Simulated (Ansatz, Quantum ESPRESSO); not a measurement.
# LiY (Pm-3m): phonons and their coupling to the electrons, part 3 of 4

Wanted: the coupling constant λ of LiY (Pm-3m) at ambient pressure.

Quantum ESPRESSO 7.5; DFT PBE, scalar-relativistic, plane waves, PseudoDojo norm-conserving pseudopotentials.

So far. Step 7 (Linear response on the mesh): The acoustic modes at Γ come out as far as 2.5 cm⁻¹ from zero, where they should vanish, a small numerical error. The relaxed cell has a = 3.716 Å (conventional setting).

The structure was built from a prototype and need not be the compound's stable phase.

**9. Interpolated phonon bands**

From the force constants any wavevector is cheap; points of the mesh come back as solved, but for the sum rule and, in polar crystals, the LO-TO term at Γ; the rest is interpolation.

The input, matdyn.in:

```
&input
   asr = 'crystal'
   flfrc = 'x.fc'
   flfrq = 'x.freq'
   flvec = 'x.modes'
   q_in_band_form = .true.
   q_in_cryst_coord = .true.
/
8
  0.0000000   0.0000000   0.0000000  12  ! GAMMA
  0.0000000   0.5000000   0.0000000  12  ! X
  0.5000000   0.5000000   0.0000000  12  ! M
  0.0000000   0.0000000   0.0000000  12  ! GAMMA
  0.5000000   0.5000000   0.5000000  12  ! R
  0.0000000   0.5000000   0.0000000   1  ! X
  0.5000000   0.5000000   0.5000000  12  ! R
  0.5000000   0.5000000   0.0000000   1  ! M
```

On the command line:

```sh
$ matdyn.x -in matdyn.in > matdyn.out
```

Numbers of over 12 decimals in the logs are rounded to 6 here.

The log of the run:

```text
[banner, memory and clock lines left out]
Program MATDYN v.7.5

 mass for atomic type   1 not given; uses mass from file x.fc
 mass for atomic type   2 not given; uses mass from file x.fc
 Norm of the difference between old and new effective charges:    0.000000

 Norm of the difference between old and new force-constants:   1.60617e-05

     Message from routine matdyn:
     Z* not found in file x.fc, TO-LO splitting at q=0 will be absent!
     Message from routine matdyn:
     Z* not found in file x.fc, TO-LO splitting at q=0 will be absent!

Note: The following floating-point exceptions are signalling: IEEE_UNDERFLOW_FLAG
```

Wall time 0.48 s (1 thread of Arm Neoverse V2, shared host).

This step gave:

| Quantity | Value |
| --- | --- |
| lowest frequency on the path | 0 cm⁻¹ |
| mean frequency | 189.1 cm⁻¹ |
| Debye temperature (second moment) | 406 K |
| logarithmic mean frequency | 152.5 cm⁻¹ |

Matdyn.x, sum rule crystal. The phonon branches at the labelled points (cm⁻¹):

```
    point  branch 1  branch 2  branch 3  branch 4  branch 5  branch 6
        Γ         0         0         0       325       325       325
  halfway        58        58        60       303       322       322
        X        82        82        92       276       319       319
  halfway        73        80        87       272       294       330
        M        62        77        77       268       268       340
  halfway        52        66        87       294       302       326
        Γ         0         0         0       325       325       325
  halfway        77        77        94       295       300       300
        R       132       132       132       258       258       258
  halfway        87        97        99       268       297       299
        X        82        82        92       276       319       319
jump to R       132       132       132       258       258       258
  halfway       103       107       107       263       263       302
        M        62        77        77       268       268       340
```

The phonon branches as a text plot (rows in cm⁻¹):

```
    333 |          **********                                  **
    318 |**********          **********                ***    *
    304 |   *      *         **       ***           ***      *
    290 |    **     *      **           **         **       *
    276 |      ******** ****              **     **  ***** *
    262 |             ***                   *********     *******
    248 |
    233 |
    219 |
    205 |
    191 |
    177 |
    163 |
    149 |
    134 |                                     **          *
    120 |                                  ***  **         **
    106 |                                 **      **        **
     92 |      *****      ***          ***         *******    *
     78 |     ************   *        * *            *****     **
     64 |   **      ***********      * *                       **
     50 |                    ***    * *
     35 |  *                  ***    *
     21 | *                    *** **
      7 |*                       ***
         Γ      X      M          Γ            R        X|R     M
```

Lowest modes at the softest wavevector of the mesh; phase exp(i q.(R + tau)). The modes at q = (0.500, 0.000, 0.500) (shares of kinetic energy by element, %):

```
mode  frequency (cm⁻¹)  Y %  Li %
   1              62.1  100     0
   2              76.7   94     6
   3              76.7   94     6
   4             267.8    6    94
   5             267.8    6    94
   6             339.6    0   100
```

Displacements in mode 1 (62.1 cm⁻¹), the largest set to 1, in the home cell:
```
Y1   0.00 -1.00  0.00
Li2  0.00  0.00  0.00
```

Displacements in mode 3 (76.7 cm⁻¹), the largest set to 1, in the home cell:
```
Y1  -1.00  0.00  0.00
Li2  0.00  0.00 -0.88
```

Force constants by pair (phonopy on the run's constants); pairs near half the supercell's span include their periodic images. Pair force constants, by row:

```
atom  neighbour  distance (Å)  third of the trace (eV/Å²)  along the pair's line (eV/Å²)
  Y1     itself             0                       2.865                              –
  Y1         Li         3.218                     -0.3131                        -0.6616
  Y1          Y         3.716                     -0.4143                        -0.8208
  Y1          Y         5.256                        0.41                          0.522
  Y1          Y         6.437                     -0.3475                        -0.3475
 Li2     itself             0                        2.22                              –
 Li2          Y         3.218                     -0.3131                        -0.6616
 Li2         Li         3.716                      0.1308                          0.441
 Li2         Li         5.256                     -0.0391                        -0.0855
 Li2         Li         6.437                      0.0092                         0.0092
```

Harmonic mean-square displacement, third of the trace. Mean-square displacements:

```
T (K)  Y1 U_eq (Å²)  Li2 U_eq (Å²)
    0       0.00247         0.0089
  100       0.00561        0.01077
  300       0.01565        0.02037
  600       0.03108        0.03793
```

Mode patterns, pair constants, displacements and means over the zone were worked out by phonopy from the force constants of q2r.x.

All branches are real along the path.

**10. Sums over the zone**

Sums over the zone need many more wavevectors than were solved, so the interpolation is sampled on a dense mesh.

The input, matdyn.in:

```
&input
   asr = 'crystal'
   flfrc = 'x.fc'
   dos = .true.
   fldos = 'x.dos'
   nk1 = 12
   nk2 = 12
   nk3 = 12
   deltaE = 1.0
   la2F = .true.
/
```

On the command line:

```sh
$ matdyn.x -in matdyn.in > matdyn.out
```

The log of the run:

```text
[banner, memory and clock lines left out]
Program MATDYN v.7.5

 mass for atomic type   1 not given; uses mass from file x.fc
 mass for atomic type   2 not given; uses mass from file x.fc
 Norm of the difference between old and new effective charges:    0.000000

 Norm of the difference between old and new force-constants:   1.60617e-05

     Message from routine matdyn:
     Z* not found in file x.fc, TO-LO splitting at q=0 will be absent!
 Norm of the difference between old and new effective charges:    0.000000

 Norm of the difference between old and new force-constants:   0.000110247

 Norm of the difference between old and new effective charges:    0.000000

 Norm of the difference between old and new force-constants:   0.00084494

 Norm of the difference between old and new effective charges:    0.000000

 Norm of the difference between old and new force-constants:   0.00174993

 Norm of the difference between old and new effective charges:    0.000000

 Norm of the difference between old and new force-constants:   0.00277641

 Norm of the difference between old and new effective charges:    0.000000

 Norm of the difference between old and new force-constants:   0.00378417

 Norm of the difference between old and new effective charges:    0.000000

 Norm of the difference between old and new force-constants:   0.00466631

 Norm of the difference between old and new effective charges:    0.000000

 Norm of the difference between old and new force-constants:   0.00537116

 Norm of the difference between old and new effective charges:    0.000000

 Norm of the difference between old and new force-constants:   0.00590076

 Norm of the difference between old and new effective charges:    0.000000

 Norm of the difference between old and new force-constants:   0.00629132

 Norm of the difference between old and new effective charges:    0.000000

 Norm of the difference between old and new force-constants:   0.00659006

Note: The following floating-point exceptions are signalling: IEEE_UNDERFLOW_FLAG
```

It took 6.8 s on 1 thread.

This step gave:

| Item | Value |
| --- | --- |
| share of modes beyond 3i cm⁻¹ on the dense interpolated mesh | 0 |
| electron-phonon coupling constant | 0.3885 |
| logarithmic mean frequency weighted by the coupling | 159.6 K |
| zero-point energy per atom | 35.15 meV |
| heat capacity at 300 K | 22.86 J/(mol atoms K) |
| vibrational entropy at 300 K | 33.84 J/(mol atoms K) |

The phonon density of states has structure finer than the step of the table below, so its rows give means over 10 cm⁻¹, whole bins alone (the curve runs from 0 to 340 cm⁻¹). Peaks (cm⁻¹: height): total 78.0: 0.0787, 92.0: 0.103, 272.0: 0.0615, 322.0: 0.0898; Li 272.0: 0.0596, 322.0: 0.0873; Y 78.0: 0.077, 92.0: 0.102.

Tetrahedra. Phonon density of states against wavenumber; means over each step; values in 1/cm⁻¹/cell:

```
wavenumber (cm⁻¹)    total       Li        Y
               10   1.6e-4   1.1e-5   1.5e-4
               20  0.00115   7.9e-5  0.00107
               30  0.00331   2.1e-4  0.00310
               40  0.00653   3.9e-4  0.00614
               50   0.0119   6.3e-4   0.0113
               60   0.0212   9.1e-4   0.0203
               70   0.0554  0.00132   0.0541
               80   0.0705  0.00148   0.0690
               90   0.0742  0.00102   0.0731
              100   0.0307   5.2e-4   0.0301
              110   0.0147   2.5e-4   0.0145
              120  0.00804   9.2e-5  0.00794
              130  0.00201   1.1e-5  0.00200
              140        0        0        0
              150        0        0        0
              160        0        0        0
              170        0        0        0
              180        0        0        0
              190        0        0        0
              200        0        0        0
              210        0        0        0
              220        0        0        0
              230        0        0        0
              240        0        0        0
              250        0        0        0
              260  0.00651  0.00639   1.2e-4
              270   0.0507   0.0492  0.00153
              280   0.0473   0.0463  0.00102
              290   0.0332   0.0324   7.6e-4
              300   0.0350   0.0341   8.3e-4
              310   0.0397   0.0388   9.4e-4
              320   0.0646   0.0631  0.00155
              330   0.0201   0.0199   1.7e-4
```

Harmonic thermodynamic functions per atom, summed over the density of states scaled to three modes an atom; melting is ignored. Thermodynamic functions:

```
T (K)  F_vib (meV/atom)  S (J/mol-atom/K)  C_V (J/mol-atom/K)
    0             35.15                 0                   0
   50             34.35             4.884               8.281
  100             29.76             12.63               14.41
  200              9.93             24.96               20.75
  300            -20.78             33.84               22.86
  400            -59.47             40.55               23.73
  500            -104.4              45.9               24.15
  600            -154.3             50.32               24.39
  700            -208.4             54.09               24.53
  800            -266.2             57.37               24.63
  900            -327.2             60.28               24.69
 1000            -391.1             62.88               24.74
```

λ by broadening:

```
broadening (Ry)  lambda  N(E_F) (states/spin/Ry/cell)  ω_log (K)
          0.005  0.3858                         19.74      136.1
           0.01  0.3458                         18.16      150.1
          0.015  0.3668                         17.32      156.9
           0.02  0.3885                         17.06      159.6
          0.025  0.3969                         16.96      160.1
           0.03  0.3949                         16.85      159.4
          0.035  0.3876                         16.65      158.1
           0.04  0.3783                          16.4      156.5
          0.045  0.3691                         16.11      154.8
           0.05  0.3612                          15.8        153
```

The alpha^2 F has structure finer than the step of the table below, so its rows give means over 1 meV, whole bins alone (the curve runs from 0.062 to 42.2 meV). Peaks (meV: height): 11.2: 0.835, 33.4: 0.649.

Gaussian broadening 0.02 Ry. The alpha^2 F by phonon energy; means over each step:

```
phonon energy (meV)  alpha^2 F
                  1     9.3e-5
                  2    0.00110
                  3    0.00366
                  4    0.00959
                  5     0.0188
                  6     0.0353
                  7     0.0578
                  8      0.103
                  9      0.194
                 10      0.231
                 11      0.409
                 12      0.148
                 13     0.0542
                 14     0.0290
                 15     0.0159
                 16    0.00449
                 17          0
                 18          0
                 19          0
                 20          0
                 21          0
                 22          0
                 23          0
                 24          0
                 25          0
                 26          0
                 27          0
                 28          0
                 29          0
                 30          0
                 31          0
                 32     0.0317
                 33      0.392
                 34      0.530
                 35      0.329
                 36      0.208
                 37      0.185
                 38      0.132
                 39      0.120
                 40     0.0854
                 41     0.0135
```

At 300 K the heat capacity has reached 92 % of the Dulong-Petit value.

[end of part 3 of 4]

[Host names and launcher messages were left out of these logs when they were recorded.]

[Logs are printed without paths, hosts, clocks, repeated set-up lines and the standing remarks that a program may print on its own settings, such as how far it seeks lower states.]

[Hosts, paths, dates, database ids (printed as entryN), source tags and the programs' standing remarks are cut or masked in the printed files.]
